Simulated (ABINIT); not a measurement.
Computed results, one entry a study.

### PbSe (Clausthalite): G0W0 with ABINIT, start to end

The structure is cubic, space group Fm-3m (No. 225). Conventional cell: a = 6.121 Å, b = 6.121 Å, c = 6.121 Å, α = 90.00°, β = 90.00°, γ = 90.00°. Pb has 6 Se at 3.06 Å nearest. Se has 6 Pb at 3.06 Å nearest. Farther neighbours, and contacts between anions beyond the nearest, are not listed.

* method: RPA screening on LDA, plane waves, norm-conserving pseudopotentials (and 2 further levels or steps)
* program: ABINIT 10.8.3
* settings: cutoff 39 Ha, PseudoDojo scalar-relativistic 0.4.1 standard, norm-conserving, ngkpt (4, 4, 4), nband 43, ecuteps 3.6 Ha, inclvkb 2, shiftk (0, 0, 0), frequency ppm, 4×4×4 k-mesh
* cost: 4 runs, 67 s in all on 4 MPI ranks of Intel Xeon Platinum 8259CL at 2.50GHz (Skylake/Cascade Lake), shared host
* notes: The cell and positions come from the Crystallography Open Database and are kept as given unless a step says otherwise. Limits: screening runs away on this mesh; no spin-orbit coupling. The 4×4×4 mesh is coarse for this cell, which bears on the long-range parts of exchange and screening. The norm-conserving file of at least one element keeps a d shell over frozen s and p shells of the same row. Exchange with those shells is missing from the self-energy, an error of 0.3 to 0.9 eV in cases checked, whose sign depends on which edge lies on those atoms. On this mesh the RPA ε∞ passes 90, more than nearly any semiconductor shows; a coarse mesh does this where one point with a narrow direct gap carries much weight. The screening is then too strong, and the G0W0 gap should not be taken as the material’s.
* LDA gap: 0.19 eV, direct
* G0W0 gap on the mesh: 0.48 eV
* GW settings: 4×4×4 mesh, 43 bands, screening to 98 eV, Godby-Needs plasmon pole

G0W0 moves the gap on the mesh from 0.19 eV to 0.48 eV (+0.29 eV), with Z of 0.79 and 0.81 at the edges. Local fields lower the RPA ε∞ on this mesh from 355.97 to 310.36.

[Paths, hosts, dates, memory and timing lines, banners, echoed tables and standing remarks are left out of the program output; an Ansatz launch command may be rebuilt from the run's recorded settings. Measured values are a selection of at most five: reports struck by readers or far from the other reports are left out. None is set beside runs whose start may be inverted or whose files or cutoffs have a known fault.]

[Runs of the session that timed out or met a known fault of the program may be left out.]

[Hosts, paths, dates, database ids (printed as entryN), source tags and the programs' standing remarks are cut or masked in the printed files.]

[G0W0 gaps are taken among the corrected bands and points alone; a level outside them can change the order at an edge.]

[Where Ansatz stands beside ABINIT at settings called matched, ABINIT's density can come from a denser mesh and the files from another edition; pairs whose starting gaps differed by over 0.03 eV were left out, so agreement reads better than it is.]
